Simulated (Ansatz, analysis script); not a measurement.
**Energy of spin spirals in a free-standing triangular Rh monolayer, spacing 3.069 Å**

Does a spiral lie below the collinear start of a free-standing triangular Rh monolayer, spacing 3.069 Å, and how stiff are the moments?

Method: PBEsol, PAW set soft_1 (files made for PBE), in Ansatz 0.2.0.

### 1. Starting point

The cell holds 1 atom: 1 Rh. Cell: a = 3.069 Å, b = 3.069 Å, c = 14.000 Å, α = 90.0°, β = 90.0°, γ = 120.0°. An idealised lattice of chosen spacing, in vacuum. Vacuum lies along c.

### 2. The collinear state

The work starts on two spin channels, which tell the size of the moments.

input.yaml

```yaml
crystal:
  lattice:
    - [3.069, 0.0, 0.0]
    - [-1.5345, 2.657832, 0.0]
    - [0.0, 0.0, 14.0]
  atoms:
    - { symbol: Rh, position: [0.0, 0.0, 0.5], spin: 1.0 }
magnetization:
  spin_polarized: true
kpoints:
  mp_grid: { grid: [8, 8, 1] }
hamiltonian:
  xc: pbesol
  pseudopotentials: { kind: paw, azcp: { folder: soft_1 }, xc_functional: pbe }
scf:
  occupations: { method: fermi_dirac, width: 0.1 }
  max_iter: 120
  convergence: { dr2_threshold: 1.0e-08 }
  lower_state_search: "off"
```

Command:

```sh
$ ansatz run input.yaml --threads 4 --pin off --max-ram 8192MiB --backend cpu --events-out ev --progress --plain --runs-dir out
```

Numbers of over 12 decimals in the logs are rounded to 6 here.

The program printed:

```text
Engine: ansatz 0.2.0, aarch64-unknown-linux-gnu
Pseudopotentials: kind: paw
Pseudopotential: Rh, paw, valence charge 17, recommended cutoff 420 eV (normal), soft_1/Rh.paw.azcp
Functional definition: PBEsol
  exchange = pbesol_x
  correlation = pbesol_c
Crystal: 1 atoms, lattice volume = 114.196 Å³
Basis set: ecut = 420 eV, 2207 PW (Γ)
Bands: 13, of which v1, the nominal top of the filled ones, is band 9 counted from 1 (8 counted from 0)
Symmetry: 24 space group operations
Space group: P6/mmm (ITA 191), of the structure as read, at distance tolerance 4.9e-5 Å
Magnetic group: BNS 191.233 (UNI 1463), of the structure as read, at distance tolerance 4.9e-5 Å
k-points: 10 of 64
Non-local potential: Rh, projectors of the file, l = 0: 3, l = 1: 2, l = 2: 2, l = 3: 1
PAW form: soft (Blöchl's): semilocal exchange-correlation on the pseudo side does not see the compensation charge
PAW frozen core: Rh, regenerated for the run's functional, and the local potential with it (the file was generated under x = pbe(κ = 0.804, μ = 0.219515), c = pbe(β = 0.066725))
PAW one-centre angular grid: Rh, 590 points (default); XC on 64 Gauss nodes
Initial density: superposition of atomic densities (neutral atoms: chi_scale 0, normalization atom)
Starting moments: Σ|m| = 1 μB on 1 of 1 site
Initial wavefunctions: pseudopotential atomic-orbital guess
Functional: x = pbesol(κ = 0.804, μ = 0.123457), c = pbesol(β = 0.046)
SCF iter   1: F=—  HF=-6335.558573 eV  |F-HF|=—  |Δ(HF+E_count)|=         —  Δρ=1.47e-2 (↑1.36e-2 ↓1.47e-2)  dr2=6.81e-1  dr2_m=6.61e-2  M=1.285 μB ∫|m|=1.289 μB  β_m=1.00  ethr=3.10e-3  ⟨swp⟩=5.7  Hψ=1380  notcnv=0
preconditioner: auto → LDOS  [metal: Δε(μ)=0.051 eV  Ē_g=6.194 eV  σ=0.100 eV  W_gap=0.13  n_scr=8 (ndim 8)  ℏωp=10.4 eV  f_vac=0.689  D(μ)=4.23/eV (n_scr^D=40)]
spin=Collinear: LDOS preconditioning applied to the charge; magnetization (m = ρ↑ − ρ↓) channel mixes plain (no charge-response kernel on spin).
SCF iter   2: F=—  HF=-6335.517975 eV  |F-HF|=—  |Δ(HF+E_count)|=   4.06e-2  Δρ=1.07e-2 (↑3.80e-3 ↓1.07e-2)  dr2=2.70e-1  dr2_m=2.05e-2  M=1.457 μB ∫|m|=1.470 μB  β_m=1.00  ethr=3.10e-3  ⟨swp⟩=2.1  Hψ=497  notcnv=0
SCF iter   3: F=—  HF=-6335.466234 eV  |F-HF|=—  |Δ(HF+E_count)|=   5.17e-2  Δρ=3.35e-3 (↑2.62e-3 ↓3.35e-3)  dr2=3.73e-2  dr2_m=1.42e-3  M=1.483 μB ∫|m|=1.501 μB  β_m=1.00  ethr=1.59e-3  ⟨swp⟩=2.4  Hψ=422  notcnv=0
SCF iter   4: F=—  HF=-6335.470226 eV  |F-HF|=—  |Δ(HF+E_count)|=   3.99e-3  Δρ=1.89e-3 (↑1.46e-3 ↓1.89e-3)  dr2=6.37e-3  dr2_m=6.94e-4  M=1.480 μB ∫|m|=1.500 μB  β_m=1.00  ethr=2.19e-4  ⟨swp⟩=1.1  Hψ=337  notcnv=0
SCF iter   5: F=—  HF=-6335.479448 eV  |F-HF|=—  |Δ(HF+E_count)|=   9.22e-3  Δρ=8.76e-4 (↑7.33e-4 ↓8.76e-4)  dr2=1.27e-3  dr2_m=2.20e-4  M=1.487 μB ∫|m|=1.507 μB  β_m=1.00  ethr=3.74e-5  ⟨swp⟩=2.1  Hψ=470  notcnv=0
SCF iter   6: F=—  HF=-6335.481784 eV  |F-HF|=—  |Δ(HF+E_count)|=   2.34e-3  Δρ=5.42e-4 (↑4.00e-4 ↓5.42e-4)  dr2=2.04e-4  dr2_m=1.05e-4  M=1.497 μB ∫|m|=1.519 μB  β_m=1.00  ethr=7.48e-6  ⟨swp⟩=2.1  Hψ=435  notcnv=0
SCF iter   7: F=—  HF=-6335.482860 eV  |F-HF|=—  |Δ(HF+E_count)|=   1.08e-3  Δρ=2.24e-4 (↑8.71e-5 ↓2.24e-4)  dr2=2.92e-5  dr2_m=1.86e-5  M=1.499 μB ∫|m|=1.522 μB  β_m=1.00  ethr=1.20e-6  ⟨swp⟩=2.4  Hψ=459  notcnv=0
SCF iter   8: F=—  HF=-6335.483488 eV  |F-HF|=—  |Δ(HF+E_count)|=   6.27e-4  Δρ=1.26e-4 (↑1.16e-4 ↓1.26e-4)  dr2=6.22e-6  dr2_m=1.40e-5  M=1.502 μB ∫|m|=1.526 μB  β_m=1.00  ethr=1.72e-7  ⟨swp⟩=2.1  Hψ=344  notcnv=0
SCF iter   9: F=—  HF=-6335.483821 eV  |F-HF|=—  |Δ(HF+E_count)|=   3.33e-4  Δρ=1.00e-4 (↑8.45e-5 ↓1.00e-4)  dr2=3.27e-6  dr2_m=7.60e-6  M=1.505 μB ∫|m|=1.529 μB  β_m=1.00  ethr=3.66e-8  ⟨swp⟩=2.0  Hψ=358  notcnv=0
SCF iter  10: F=—  HF=-6335.484012 eV  |F-HF|=—  |Δ(HF+E_count)|=   1.91e-4  Δρ=7.24e-5 (↑7.24e-5 ↓5.56e-5)  dr2=8.52e-7  dr2_m=3.81e-6  M=1.506 μB ∫|m|=1.531 μB  β_m=0.30  ethr=1.92e-8  ⟨swp⟩=2.1  Hψ=374  notcnv=0
Mixer restart at iter 10: flushing history
spin-set hold released at iteration 10 (site moments contracting): the magnetisation degrees of freedom join the quasi-Newton model from the next iteration; the mixer history was flushed
SCF iter  11: F=—  HF=-6335.484131 eV  |F-HF|=—  |Δ(HF+E_count)|=   1.19e-4  Δρ=8.22e-5 (↑8.22e-5 ↓7.24e-5)  dr2=4.43e-7  dr2_m=6.00e-6  M=1.507 μB ∫|m|=1.532 μB  β_m=0.65  ethr=5.01e-9  ⟨swp⟩=2.0  Hψ=432  notcnv=0
SCF iter  12: F=—  HF=-6335.484261 eV  |F-HF|=—  |Δ(HF+E_count)|=   1.30e-4  Δρ=6.76e-5 (↑6.76e-5 ↓6.75e-5)  dr2=1.26e-7  dr2_m=4.71e-6  M=1.510 μB ∫|m|=1.536 μB  β_m=0.82  ethr=2.60e-9  ⟨swp⟩=3.0  Hψ=529  notcnv=0
SCF iter  13: F=—  HF=-6335.484264 eV  |F-HF|=—  |Δ(HF+E_count)|=   3.14e-6  Δρ=2.16e-5 (↑5.79e-6 ↓2.16e-5)  dr2=4.38e-7  dr2_m=1.08e-7  M=1.511 μB ∫|m|=1.537 μB  β_m=0.74  ethr=7.42e-10  ⟨swp⟩=3.0  Hψ=512  notcnv=0
SCF iter  14: F=—  HF=-6335.484264 eV  |F-HF|=—  |Δ(HF+E_count)|=   2.80e-8  Δρ=8.92e-6 (↑8.92e-6 ↓7.67e-6)  dr2=1.00e-7  dr2_m=2.46e-8  M=1.511 μB ∫|m|=1.537 μB  β_m=0.66  ethr=7.42e-10  ⟨swp⟩=2.0  Hψ=435  notcnv=0
iter 15 did not close the SCF: its close was put off for a magnetic moment that had not settled (scf_convergence_deferred on its scf_iter line)
SCF iter  15: F=-6335.484264 eV  HF=-6335.484264 eV  |F-HF|=1.73e-8  |Δ(HF+E_count)|=   3.20e-8  Δρ=5.12e-6 (↑1.61e-6 ↓5.12e-6)  dr2=9.48e-9  dr2_m=9.56e-9  M=1.511 μB ∫|m|=1.537 μB  β_m=0.83  ethr=5.88e-11  ⟨swp⟩=1.2  Hψ=661  notcnv=0
SCF iter  16: F=-6335.484264 eV  HF=-6335.484264 eV  |F-HF|=1.47e-9  |Δ(HF+E_count)|=   2.56e-8  Δρ=1.86e-6 (↑6.52e-7 ↓1.86e-6)  dr2=1.61e-9  dr2_m=9.45e-10  M=1.511 μB ∫|m|=1.537 μB  ethr=5.57e-11  ⟨swp⟩=1.0  Hψ=771  notcnv=0
SCF 1 converged in 16 iterations: F = -6335.484264 eV  dr2 = 1.61e-9
  greatest PAW one-centre occupation: 0.999 electrons in one spin orbital (limit 2), on the Rh atom at site 0 (counted from 0), in its partial waves of l = 0
SCF converged after 16 iterations
Magnetization: 1.5108 μB (9.2554 up, 7.7446 down)
Absolute magnetization: 1.5373 μB (∫|ρ↑−ρ↓|, with the PAW one-centre terms)
Spin contamination: 0.0098 ħ² per cell (⟨S²⟩ above its minimum at these occupations)
Per-site moments (μB) at R_I (Å): [(1.456819, 1.265963)]
Free energy (F): -6335.484264 eV
Harris-Foulkes:  -6335.484264 eV  (|F-HF|=1.47e-9)
Internal energy: -6335.362198 eV  (E = F + TS)
E sigma→0 (E₀):  -6335.423231 eV
Entropy (-TS):   -0.122066 eV (-122.066 meV/atom)
Fermi energy:    -2.056989 eV
--- Per-component energies (eV) ---
  E_band       = -474.182491
  E_kinetic    = 528.608387
  E_local      = -7860.947949  (includes V_loc(G=0)·N_el)
  E_nonlocal   = 305.417209
  E_hartree    = 3543.366435
  E_xc         = -194.068399
  E_vxc        = -243.848255  (∫ρ·V_xc dr)
  E_paw        = -3541.189508  (= ΣΔE_a)
  E_vpaw       = -290.146882  (= ΣTr[D̂ρ^β])
  E_aug_tail   = 0.000120  (compensation charges beyond the density's cutoff)
  E_ewald      = 883.175307
  E_core_change = 0.276201  (= ΣΔE_core)
  E_smearing   = -0.122066  (= −TS)
  E_closure    = -0.000000  (closes the sum)
  Σ components = -6335.484264   (vs F -6335.484264, Δ=0.00e0)
```

It took 0.81 s on 4 threads of Arm Neoverse V2, shared host; peak memory 0.34 GiB; 2.5 s of CPU time.

Spin moment in the atom's sphere by atom:

```csv
atom,spin moment in the atom's sphere (μB)
Rh1,1.46
```

The run ends ferromagnetic, with a net moment of 1.51 μB a cell. With one Rh atom carrying the moment, parallel order of its images is forced by the cell, not found.

### 3. The same state on a denser mesh

Levels at the Fermi energy are partly filled, so moments and energy differences can hang on the k-mesh, and the state is solved again on a denser one.

input.yaml, the sections that differ from step 2:

```yaml
crystal:
  lattice:
    - [3.069, 0.0, 0.0]
    - [-1.5345, 2.657832, 0.0]
    - [0.0, 0.0, 14.0]
  atoms:
    - { symbol: Rh, position: [0.0, 0.0, 0.5], spin: 1.46 }
kpoints:
  mp_grid: { grid: [20, 20, 1] }
basis:
  ecutwfc: 420.0
checkpoint:
  read: start
  write: ck
  compress: false
  write_wavefunctions: false
  write_every: 100000
# magnetization, hamiltonian, scf: as in step 2
```

The program printed:

```text
[...]
SCF converged after 8 iterations
Magnetization: 1.5884 μB (9.2942 up, 7.7058 down)
Absolute magnetization: 1.6035 μB (∫|ρ↑−ρ↓|, with the PAW one-centre terms)
[...]
Per-site moments (μB) at R_I (Å): [(1.512594, 1.265963)]
Free energy (F): -6335.478683 eV
[...]
Internal energy: -6335.362965 eV  (E = F + TS)
E sigma→0 (E₀):  -6335.420824 eV
Entropy (-TS):   -0.115718 eV (-115.718 meV/atom)
Fermi energy:    -2.047190 eV
[...]
```

Run time: 1.4 s. Hardware: 4 threads; peak memory 0.43 GiB.

Spin moment in the atom's sphere by atom:

```csv
atom,spin moment in the atom's sphere (μB)
Rh1,1.51
```

The run ends ferromagnetic, with a net moment of 1.59 μB a cell, against 1.51 μB on the first mesh.

Each spiral starts from these moments, tilted 90° from the rotation axis z (a flat spiral); sizes are free, while the program holds flat spirals in their plane. Spin–orbit coupling is switched off, so the energy does not depend on how the axis lies in the crystal. The folder named start holds the saved collinear state, from which each run begins.

The runs on spinors take the mesh 24×24×1.

### 4. q = (0, 0, 0)

The reference is the same input at q = 0, so that basis and exchange-correlation form match those at other q. Every q is chosen so that q/2 is a mesh vector: every spiral then samples the k-points of q = 0, and much mesh noise cancels.

input.yaml, the sections that differ from step 3:

```yaml
crystal:
  lattice:
    - [3.069, 0.0, 0.0]
    - [-1.5345, 2.657832, 0.0]
    - [0.0, 0.0, 14.0]
  atoms:
    - { symbol: Rh, position: [0.0, 0.0, 0.5], spin: 1.51, spin_axis: [1.0, 0.0, 0.0] }
kpoints:
  mp_grid: { grid: [24, 24, 1] }
magnetization:
  noncollinear: true
  spin_spiral: { q: [0.0, 0.0, 0.0] }
checkpoint:
  read: start
# hamiltonian, scf, basis: as in step 3
```

Command:

```sh
$ ansatz run input.yaml --threads 1 --pin off --max-ram 2048MiB --backend cpu --events-out ev --progress --plain --runs-dir out
```

The program printed:

```text
Warning: checkpoint.read: spin treatment differs: saved collinear, current noncollinear; the saved charge density seeds this run and the saved magnetisation is carried along the axis that this deck's starting moments share; the saved density holds an absolute magnetisation of 1.6e0 μB; saved orbitals and DFT+U occupations are not carried; the saved PAW projector densities are carried along that axis
Warning: checkpoint.read: magnetization.spin_spiral differs: saved none, current q = [0, 0, 0]; the saved state is no spin spiral's: the SCF starts from none of its orbitals and from its density, each atom's moment turned about z as a whole to its place on this deck's spiral. A spiral's own state at q: [0, 0, 0] serves better
[...]
Crystal: 1 atoms, lattice volume = 114.196 Å³
Basis set: ecut = 420 eV, 2207 PW (Γ)
Bands: 26, of which v1, the nominal top of the filled ones, is band 17 counted from 1 (16 counted from 0)
Symmetry: 24 space group operations
k-points: 61 of 576
Spin spiral: q = (0, 0, 0) of the reciprocal vectors; moments are told in the frame that turns with it, a site's in that at the site
[...]
SCF iter   1: F=—  HF=-6335.478333 eV  |F-HF|=—  |Δ(HF+E_count)|=         —  Δρ=6.02e-4  dr2=7.13e-5  dr2_m=9.47e-5  ethr=1.33e-7  |M|=1.61e0 ∫|m|=1.62e0 μB  |m|>n=3.7e-2 m-floor=3.7e-2 τ_xc=4.3e-15 mc-row=3.7e-2  β_m=0.30  ⟨swp⟩=4.4  Hψ=11795  notcnv=0
eigensolver tolerance schedule calibrated: the retry pair's looser diagonalisation under-reported the residual by θ = 0.68 (0.16/decade); ethr = c·dr2/N_el runs at the constant in force after the calibration composes with the one it found (an armed cap, an earlier calibration), c = 4.1e-2
[...]
SCF iter   2: F=—  HF=-6335.478338 eV  |F-HF|=—  |Δ(HF+E_count)|=   5.03e-6  Δρ=4.52e-4  dr2=9.69e-6  dr2_m=5.34e-5  ethr=1.33e-7  |M|=1.61e0 ∫|m|=1.62e0 μB  |m|>n=3.7e-2 m-floor=3.7e-2 τ_xc=5.4e-7 mc-row=3.7e-2 uncertified=2  β_m=0.46  ⟨swp⟩=3.0  Hψ=2872  notcnv=0
[...]
SCF iter   7: F=-6335.478428 eV  HF=-6335.478428 eV  |F-HF|=8.55e-10  |Δ(HF+E_count)|=   1.68e-8  Δρ=1.75e-6  dr2=7.62e-10  dr2_m=7.97e-10  ethr=7.03e-12  |M|=1.62e0 ∫|m|=1.63e0 μB  |m|>n=3.7e-2 m-floor=3.7e-2 τ_xc=1.9e-9 mc-row=3.7e-2  ⟨swp⟩=1.0  Hψ=4931  notcnv=0
SCF 1 converged in 7 iterations: F = -6335.478428 eV  dr2 = 7.62e-10
[...]
SCF converged after 7 iterations
Magnetization: |M| = 1.6155 μB,  M = (+1.6155, -0.0000, +0.0000) μB
Absolute magnetization: 1.6276 μB (∫|m|, with the PAW one-centre terms)
  site 0: m = (+1.5339, -0.0000, +0.0000) μB, |m| = 1.5339 μB  (R = 1.27 Å)
Free energy (F): -6335.478428 eV
[...]
Internal energy: -6335.362031 eV  (E = F + TS)
E sigma→0 (E₀):  -6335.420230 eV
Entropy (-TS):   -0.116397 eV (-116.397 meV/atom)
Fermi energy:    -2.050767 eV
[...]
```

It took 26 s on 1 thread; peak memory 0.64 GiB.

The largest moment is 1.53 μB, against 1.51 μB in the collinear run.

### 5. q = (0.083, 0.083, 0)

Only q changes. The cell stays that of the crystal, since the generalised Bloch theorem carries the rotation from cell to cell.

input.yaml: that of step 4 with these lines changed.

```diff
@@ -21,3 +21,3 @@
   noncollinear: true
-  spin_spiral: { q: [0.0, 0.0, 0.0] }
+  spin_spiral: { q: [0.08333333, 0.08333333, 0.0] }
 checkpoint:
```

The program printed:

```text
[...]
Crystal: 1 atoms, lattice volume = 114.196 Å³
Basis set: ecut = 420 eV, 2207 PW (Γ)
Bands: 26, of which v1, the nominal top of the filled ones, is band 17 counted from 1 (16 counted from 0)
Symmetry: 4 space group operations
k-points: 157 of 576
[...]
SCF iter   9: F=-6335.459383 eV  HF=-6335.459383 eV  |F-HF|=5.62e-10  |Δ(HF+E_count)|=   5.89e-9  Δρ=1.52e-6  dr2=3.17e-10  dr2_m=6.83e-10  ethr=3.12e-11  |M|=1.51e0 ∫|m|=1.57e0 μB  |m|>n=3.6e-2 m-floor=3.6e-2 τ_xc=3.2e-3 mc-row=3.6e-2 uncertified=4  ⟨swp⟩=1.0  Hψ=11605  notcnv=0
SCF 1 converged in 9 iterations: F = -6335.459383 eV  dr2 = 3.17e-10
[...]
SCF converged after 9 iterations
Magnetization: |M| = 1.5090 μB,  M = (+1.5090, +0.0000, +0.0000) μB
Absolute magnetization: 1.5663 μB (∫|m|, with the PAW one-centre terms)
  site 0: m = (+1.4608, +0.0000, +0.0000) μB, |m| = 1.4608 μB  (R = 1.27 Å)
Free energy (F): -6335.459383 eV
[...]
Internal energy: -6335.334878 eV  (E = F + TS)
E sigma→0 (E₀):  -6335.397130 eV
Entropy (-TS):   -0.124505 eV (-124.505 meV/atom)
Fermi energy:    -2.057713 eV
[...]
```

Wall time 79 s (1 thread); peak memory 1.1 GiB.

The energy of the cell lies 19.0 meV above that at q = 0, and the largest moment is 1.46 μB against 1.53 μB.

### 6. q = (0.167, 0, 0)

input.yaml: that of step 5 with these lines changed.

```diff
@@ -21,3 +21,3 @@
   noncollinear: true
-  spin_spiral: { q: [0.08333333, 0.08333333, 0.0] }
+  spin_spiral: { q: [0.16666667, 0.0, 0.0] }
 checkpoint:
```

The program printed:

```text
[...]
Crystal: 1 atoms, lattice volume = 114.196 Å³
Basis set: ecut = 420 eV, 2207 PW (Γ)
Bands: 26, of which v1, the nominal top of the filled ones, is band 17 counted from 1 (16 counted from 0)
Symmetry: 4 space group operations
k-points: 157 of 576
[...]
Magnetization: |M| = 1.4789 μB,  M = (+1.4789, -0.0000, +0.0000) μB
Absolute magnetization: 1.5476 μB (∫|m|, with the PAW one-centre terms)
  site 0: m = (+1.4383, -0.0000, +0.0000) μB, |m| = 1.4383 μB  (R = 1.27 Å)
Free energy (F): -6335.452857 eV
[...]
Internal energy: -6335.324799 eV  (E = F + TS)
E sigma→0 (E₀):  -6335.388828 eV
Entropy (-TS):   -0.128058 eV (-128.058 meV/atom)
Fermi energy:    -2.060152 eV
[...]
[key lines of the parts left out:]
SCF converged after 10 iterations
```

Elapsed: 86 s, on 1 thread; peak memory 1.1 GiB.

The energy of the cell lies 25.6 meV above that at q = 0, and the largest moment is 1.44 μB against 1.53 μB.

### 7. q = (0.333, 0, 0)

input.yaml: that of step 6 with these lines changed.

```diff
@@ -21,3 +21,3 @@
   noncollinear: true
-  spin_spiral: { q: [0.16666667, 0.0, 0.0] }
+  spin_spiral: { q: [0.33333333, 0.0, 0.0] }
 checkpoint:
```

The program printed:

```text
[...]
Crystal: 1 atoms, lattice volume = 114.196 Å³
Basis set: ecut = 420 eV, 2207 PW (Γ)
Bands: 26, of which v1, the nominal top of the filled ones, is band 17 counted from 1 (16 counted from 0)
Symmetry: 4 space group operations
k-points: 157 of 576
[...]
SCF iter  11: F=-6335.402806 eV  HF=-6335.402806 eV  |F-HF|=7.00e-11  |Δ(HF+E_count)|=   9.28e-9  Δρ=1.23e-6  dr2=7.89e-10  dr2_m=4.32e-10  ethr=2.61e-11  |M|=1.23e0 ∫|m|=1.36e0 μB  |m|>n=3.4e-2 m-floor=3.4e-2 τ_xc=3.7e-3 mc-row=3.4e-2  ⟨swp⟩=1.0  Hψ=11363  notcnv=0
SCF 1 converged in 11 iterations: F = -6335.402806 eV  dr2 = 7.89e-10
[...]
SCF converged after 11 iterations
Magnetization: |M| = 1.2308 μB,  M = (+1.2308, -0.0000, +0.0000) μB
Absolute magnetization: 1.3585 μB (∫|m|, with the PAW one-centre terms)
  site 0: m = (+1.2272, -0.0000, +0.0000) μB, |m| = 1.2272 μB  (R = 1.27 Å)
Free energy (F): -6335.402806 eV
[...]
Internal energy: -6335.254495 eV  (E = F + TS)
E sigma→0 (E₀):  -6335.328651 eV
Entropy (-TS):   -0.148311 eV (-148.311 meV/atom)
Fermi energy:    -2.047530 eV
[...]
```

Run time: 85 s. Hardware: 1 thread; peak memory 1.1 GiB.

The energy of the cell lies 75.6 meV above that at q = 0, and the largest moment is 1.23 μB against 1.53 μB.

### 8. q = (0.5, 0, 0)

input.yaml: that of step 7 with these lines changed.

```diff
@@ -21,3 +21,3 @@
   noncollinear: true
-  spin_spiral: { q: [0.33333333, 0.0, 0.0] }
+  spin_spiral: { q: [0.5, 0.0, 0.0] }
 checkpoint:
```

The program printed:

```text
[...]
Crystal: 1 atoms, lattice volume = 114.196 Å³
Basis set: ecut = 420 eV, 2207 PW (Γ)
Bands: 26, of which v1, the nominal top of the filled ones, is band 17 counted from 1 (16 counted from 0)
Symmetry: 4 space group operations
k-points: 157 of 576
[...]
SCF iter  11: F=-6335.389849 eV  HF=-6335.389849 eV  |F-HF|=4.92e-10  |Δ(HF+E_count)|=   2.28e-8  Δρ=1.88e-6  dr2=9.40e-10  dr2_m=1.20e-9  ethr=5.19e-11  |M|=1.10e0 ∫|m|=1.25e0 μB  |m|>n=3.4e-2 m-floor=3.4e-2 τ_xc=4.2e-3 mc-row=3.4e-2  ⟨swp⟩=3.0  Hψ=9192  notcnv=0
SCF 1 converged in 11 iterations: F = -6335.389849 eV  dr2 = 9.40e-10
[...]
SCF converged after 11 iterations
Magnetization: |M| = 1.1026 μB,  M = (+1.1026, +0.0000, +0.0000) μB
Absolute magnetization: 1.2499 μB (∫|m|, with the PAW one-centre terms)
  site 0: m = (+1.1212, +0.0000, +0.0000) μB, |m| = 1.1212 μB  (R = 1.27 Å)
Free energy (F): -6335.389849 eV
[...]
Internal energy: -6335.244062 eV  (E = F + TS)
E sigma→0 (E₀):  -6335.316956 eV
Entropy (-TS):   -0.145787 eV (-145.787 meV/atom)
Fermi energy:    -2.014956 eV
[...]
```

The job ended after 84 s (1 thread; peak memory 1.1 GiB).

The energy of the cell lies 88.6 meV above that at q = 0, and the largest moment is 1.12 μB against 1.53 μB.

5 more runs differ from these in the same keys alone and are tabled below.

### 9. E(q)

| q (reciprocal lattice) | path length (1/Å) | E(q) − E(0) (meV a magnetic atom) | \|m\| Rh no. 1 (μB) |
| --- | --- | --- | --- |
| (0, 0, 0) | 0.000 | 0.00 | 1.53 |
| (0.167, 0, 0) | 0.394 | 25.57 | 1.44 |
| (0.25, 0, 0) | 0.591 | 54.07 | 1.33 |
| (0.333, 0, 0) | 0.788 | 75.62 | 1.23 |
| (0.5, 0, 0) | 1.182 | 88.58 | 1.12 |
| (0.417, 0.167, 0) | 1.523 | 93.73 | 1.12 |
| (0.333, 0.333, 0) | 1.864 | 104.93 | 1.08 |
| (0.25, 0.25, 0) | 2.206 | 97.22 | 1.10 |
| (0.167, 0.167, 0) | 2.547 | 68.94 | 1.25 |
| (0.083, 0.083, 0) | 2.888 | 19.05 | 1.46 |
| (0, 0, 0) | 3.229 | 0.00 | 1.53 |

### 10. What came out

```yaml
lowest_point_of_the_path: q = 0
highest_point: 105 meV a magnetic atom
```

In words: No spiral that was run lies below the ferromagnetic state at q = 0, and winding the moments costs up to 105 meV a magnetic atom. The moments change by at most 30 % from their size at q = 0, so they are itinerant and a model of rigid spins is rough. No spin model is given, since the moments change too much along the path. The 10 spiral runs took 14 min of wall time, added up. Energies are free energies at a smearing of 0.1 eV, and with partly filled levels differences shift, at times strongly, as the smearing goes to zero. The cell was taken as built, with atoms unrelaxed. In doubt: the program's search for lower states was switched off, so a lower magnetic state than those reached may exist.

[Logs and program files are shortened in this print: banners, set-up blocks, solver, clock and traceback lines can be left out without a mark of their own.]

[Logs are printed without paths, hosts, clocks, repeated set-up lines and the standing remarks that a program may print on its own settings, such as how far it seeks lower states.]

[Hosts, paths, dates, database ids (printed as entryN), source tags and the programs' standing remarks are cut or masked in the printed files.]
